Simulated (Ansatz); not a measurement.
# Quasi-harmonic thermodynamics of BAs (F-43m), part 2 of 2

Aim: the lattice, expansion, heat capacity and bulk modulus of BAs as it warms.

Experimental results on record:
- volume expansion coefficient 11.55 1e-6/K near room temperature (given in “Basic Physical Properties of Cubic Boron Arsenide (three times its linear coefficient)”, 2019, arxiv:1911.11281)
- volume expansion coefficient 10.8 1e-6/K near room temperature (given in “Thermal expansion coefficients of high thermal conducting BAs and BP materials (three times its linear coefficient)”, 2019, arxiv:1906.04101)

Ansatz 0.2.0; DFT LDA, scalar-relativistic, plane waves, PAW.

So far, principal linear expansion coefficients at 298 K (× 1e-6/K): step 6 (the quasi-harmonic study, cutoff 550 eV, k-mesh 12×12×12) 3.96. Also isothermal bulk modulus at 298 K (GPa): step 6 143. The relaxed cell has a = 4.732 Å (conventional setting).

## 7. The quasi-harmonic study, cutoff 487.2 eV, k-mesh 20×20×20 (continued)

Quasi-harmonic; a, b, c are the run's own cell vectors. Expansion, by row:

```tsv
T (K)	a (Å)	b (Å)	c (Å)	alpha (deg)	beta (deg)	gamma (deg)	cell volume (Å³/cell)	alpha_a (1e-6/K)	alpha_b (1e-6/K)	alpha_c (1e-6/K)	alpha_V (1e-6/K)	C_P (J/mol-atom/K)	C_V (J/mol-atom/K)	S (J/mol-atom/K)	B_T (GPa)	B_S (GPa)	Grueneisen	extrapolation	fit error (1e-6/K)
0	3.355	3.355	3.355	60	60	60	26.69	0	0	0	0	0	0	0	144.3	144.3	-	0	0
50	3.355	3.355	3.355	60	60	60	26.69	0.2	0.2	0.2	0.61	1.729	1.729	0.539	144.3	144.3	0.411	0	0
100	3.355	3.355	3.355	60	60	60	26.69	0.95	0.95	0.95	2.86	6.417	6.416	3.23	144.2	144.2	0.516	0	0
150	3.355	3.355	3.355	60	60	60	26.7	1.73	1.73	1.73	5.19	9.839	9.834	6.509	144	144	0.61	0	0
200	3.355	3.355	3.355	60	60	60	26.71	2.56	2.56	2.56	7.67	12.71	12.7	9.742	143.7	143.8	0.697	0	0.01
250	3.356	3.356	3.356	60	60	60	26.72	3.33	3.33	3.33	10	15.16	15.13	12.85	143.3	143.5	0.762	0	0.01
298.1	3.356	3.356	3.356	60	60	60	26.73	3.97	3.97	3.97	11.9	17.06	17.01	15.69	142.8	143.2	0.804	0	0.01
300	3.356	3.356	3.356	60	60	60	26.73	3.99	3.99	3.99	11.96	17.12	17.07	15.79	142.8	143.2	0.805	0	0.01
350	3.357	3.357	3.357	60	60	60	26.75	4.51	4.51	4.51	13.54	18.66	18.59	18.55	142.3	142.9	0.835	0	0.01
400	3.358	3.358	3.358	60	60	60	26.77	4.93	4.93	4.93	14.79	19.85	19.75	21.13	141.8	142.5	0.856	0	0.01
450	3.359	3.359	3.359	60	60	60	26.79	5.26	5.26	5.26	15.78	20.77	20.64	23.52	141.2	142.1	0.871	0	0.01
500	3.36	3.36	3.36	60	60	60	26.81	5.52	5.52	5.52	16.57	21.5	21.34	25.75	140.7	141.7	0.882	0	0.01
550	3.361	3.361	3.361	60	60	60	26.84	5.74	5.74	5.74	17.22	22.08	21.89	27.82	140.1	141.3	0.891	0	0.01
600	3.362	3.362	3.362	60	60	60	26.86	5.92	5.92	5.92	17.76	22.54	22.33	29.77	139.6	140.9	0.898	0	0.01
650	3.363	3.363	3.363	60	60	60	26.88	6.07	6.07	6.07	18.21	22.93	22.68	31.59	139	140.5	0.903	0	0.01
700	3.364	3.364	3.364	60	60	60	26.91	6.2	6.2	6.2	18.6	23.25	22.98	33.3	138.4	140	0.908	0	0.01
750	3.365	3.365	3.365	60	60	60	26.93	6.31	6.31	6.31	18.94	23.52	23.21	34.91	137.8	139.6	0.912	0	0.02
800	3.366	3.366	3.366	60	60	60	26.96	6.41	6.41	6.41	19.24	23.74	23.41	36.44	137.2	139.2	0.915	0	0.03
```

Expansion coefficient against temperature; values in 1e-6/K:

```tsv
temperature (K)	volume	principal 1
0	0	0
50	0.61	0.2
100	2.86	0.95
150	5.19	1.73
200	7.67	2.56
250	10	3.33
298	11.9	3.97
300	12.0	3.99
350	13.5	4.51
400	14.8	4.93
450	15.8	5.26
500	16.6	5.52
550	17.2	5.74
600	17.8	5.92
650	18.2	6.07
700	18.6	6.2
750	18.9	6.31
800	19.2	6.41
```

Changing the k-mesh (12×12×12 → 20×20×20) and the cutoff (550 → 487.2 eV) takes the volume expansion at 298 K from 11.9 to 11.9 × 10⁻⁶/K and B_T from 143 to 143 GPa.

## 8. The quasi-harmonic study, cutoff 487.2 eV, q-mesh 6×6×6

input.yaml reads:

```yaml
crystal:
  lattice:
    - [0.0, 2.3660417805, 2.3660417805]
    - [2.3660417805, 0.0, 2.3660417805]
    - [2.3660417805, 2.3660417805, 0.0]
  atoms:
    - { symbol: B, position: [0.0, 0.0, 0.0] }
    - { symbol: As, position: [0.25, 0.25, 0.25] }
kpoints:
  mp_grid: { grid: [12, 12, 12] }
hamiltonian:
  xc: lda
scf:
  occupations: { method: fixed }
output:
  eigenvalues: true
phonons:
  method: dfpt
  qmesh: [6, 6, 6]
  temperatures: { t_max: 800.0, t_step: 50 }
  thermal_expansion: {}
```

Run with:

```sh
ansatz run input.yaml --threads 4 --pin off --max-ram 16384MiB --backend cpu --events-out ev --progress --plain --runs-dir out
```

Wall time 36 min (4 threads of Arm Neoverse V2, shared host); peak memory 2 GiB.

Strained cells of the study; zero-point energy where phonons were solved; the pressures are stresses at a fixed cutoff and can carry an offset from the finite basis. Expansion cells, by row:

```tsv
cell	|a| (Å)	|b| (Å)	|c| (Å)	V (Å³/atom)	E - E_lowest (meV/atom)	pressure, compression positive (GPa)	gap (eV)	zero-point energy (meV/atom)
1	3.346	3.346	3.346	13.25	0	-0.018	1.11	-
2	3.373	3.373	3.373	13.57	3.412	-3.366	1.132	-
3	3.32	3.32	3.32	12.93	3.538	3.673	1.088	-
4	3.346	3.346	3.346	13.25	0.001	-0.05	1.11	82.33
5	3.363	3.363	3.363	13.45	1.383	-2.182	1.124	80.97
6	3.355	3.355	3.355	13.36	0.411	-1.213	1.118	81.6
7	3.373	3.373	3.373	13.57	3.542	-3.426	1.132	80.14
8	3.313	3.313	3.313	12.86	5.485	4.623	1.082	-
9	3.33	3.33	3.33	13.05	1.339	2.217	1.096	-
10	3.387	3.387	3.387	13.74	7.857	-4.991	1.143	-
```

Changing the q-mesh (4×4×4 → 6×6×6) and the k-mesh (20×20×20 → 12×12×12) takes the volume expansion at 298 K from 11.9 to 12.0 × 10⁻⁶/K and B_T from 143 to 143 GPa.

## 9. Comparing the runs

Times are for 4 threads of Arm Neoverse V2, shared host. The runs compared:

```tsv
no.	functional	cutoff (eV)	k-mesh	q-mesh	method	pressure (GPa)	volume expansion coefficient at 298 K (1e-6/K)	C_P at 298 K (J/mol-atom/K)	isothermal bulk modulus at 298 K (GPa)	time	memory (GiB)
1	lda	550	12×12×12	4×4×4	dfpt	0	11.89	17.06	142.8	13 min	2.2
2	lda	487.2	20×20×20	4×4×4	dfpt	0	11.90	17.06	142.8	49 min	7.3
3	lda	487.2	12×12×12	6×6×6	dfpt	0	11.99	17.07	142.8	36 min	2.0
```

The runs together, line volume. Table of expansion coefficient, volume by temperature; values in 1e-6/K:

```tsv
temperature (K)	lda, 550, 12×12×12, 4×4×4, dfpt, 0	lda, 487.2, 20×20×20, 4×4×4, dfpt, 0	lda, 487.2, 12×12×12, 6×6×6, dfpt, 0
0	0	0	0
50	0.61	0.61	0.63
100	2.86	2.86	2.92
150	5.18	5.19	5.26
200	7.66	7.67	7.75
250	9.99	10	10.1
298	11.9	11.9	12
300	12.0	12.0	12.1
350	13.5	13.5	13.6
400	14.8	14.8	14.9
450	15.8	15.8	15.9
500	16.6	16.6	16.7
550	17.2	17.2	17.3
600	17.8	17.8	17.9
650	18.2	18.2	18.3
700	18.6	18.6	18.7
750	18.9	18.9	19.1
800	19.2	19.2	19.4
```

The runs together, line C_P. Heat capacity, C_P against temperature; values in J/mol-atom/K:

```tsv
temperature (K)	lda, 550, 12×12×12, 4×4×4, dfpt, 0	lda, 487.2, 20×20×20, 4×4×4, dfpt, 0	lda, 487.2, 12×12×12, 6×6×6, dfpt, 0
0	0	0	0
50	1.73	1.73	1.71
100	6.42	6.42	6.41
150	9.84	9.84	9.84
200	12.7	12.7	12.7
250	15.2	15.2	15.2
298	17.1	17.1	17.1
300	17.1	17.1	17.1
350	18.7	18.7	18.7
400	19.8	19.8	19.9
450	20.8	20.8	20.8
500	21.5	21.5	21.5
550	22.1	22.1	22.1
600	22.5	22.5	22.6
650	22.9	22.9	22.9
700	23.2	23.2	23.3
750	23.5	23.5	23.5
800	23.7	23.7	23.7
```

## 10. What came out

- settings of these figures: LDA, 487.2 eV, k 12×12×12, q 6×6×6
- volume expansion coefficient at 298 K: 11.99 1e-6/K
- C_P at 298 K: 17.07 J/mol-atom/K
- entropy at 298 K: 15.66 J/mol-atom/K
- isothermal bulk modulus at 298 K: 142.8 GPa
- Grüneisen parameter at 298 K: 0.8105
- volume at 298 K: 13.37 Å³/atom
- principal linear expansion coefficients at 298 K: 3.998, 3.998, 3.998 1e-6/K

In words: Near room temperature BAs expands by 12.0 × 10⁻⁶/K in volume by LDA, with C_P = 17.1 J/(mol K) per mole of atoms and B_T = 143 GPa. C_P at room temperature is 68 % of the classical 3R an atom, so the stiffest modes are still partly frozen out. A measured volume expansion coefficient near room temperature is 11.55 1e-6/K (arxiv:1911.11281); the calculated 12.0 1e-6/K differs by +4 %. Changing the q-mesh, k-mesh and cutoff moves the volume expansion at 298 K between 11.9 and 12.0 × 10⁻⁶/K, while the CPU time spans a factor of 3.8. The interpolation has no quadrupole term, so branches near the zone centre are less sure, since this crystal has sites that are not centres of inversion. The PAW files were made for PBE and are used here under another functional, for which the program regenerates the frozen cores.

[Logs are printed without paths, hosts, clocks, repeated set-up lines and the standing remarks that a program may print on its own settings, such as how far it seeks lower states.]

[Hosts, paths, dates, database ids (printed as entryN), source tags and the programs' standing remarks are cut or masked in the printed files.]

[A step with changed settings may run another functional than the one named; its input shows which.]
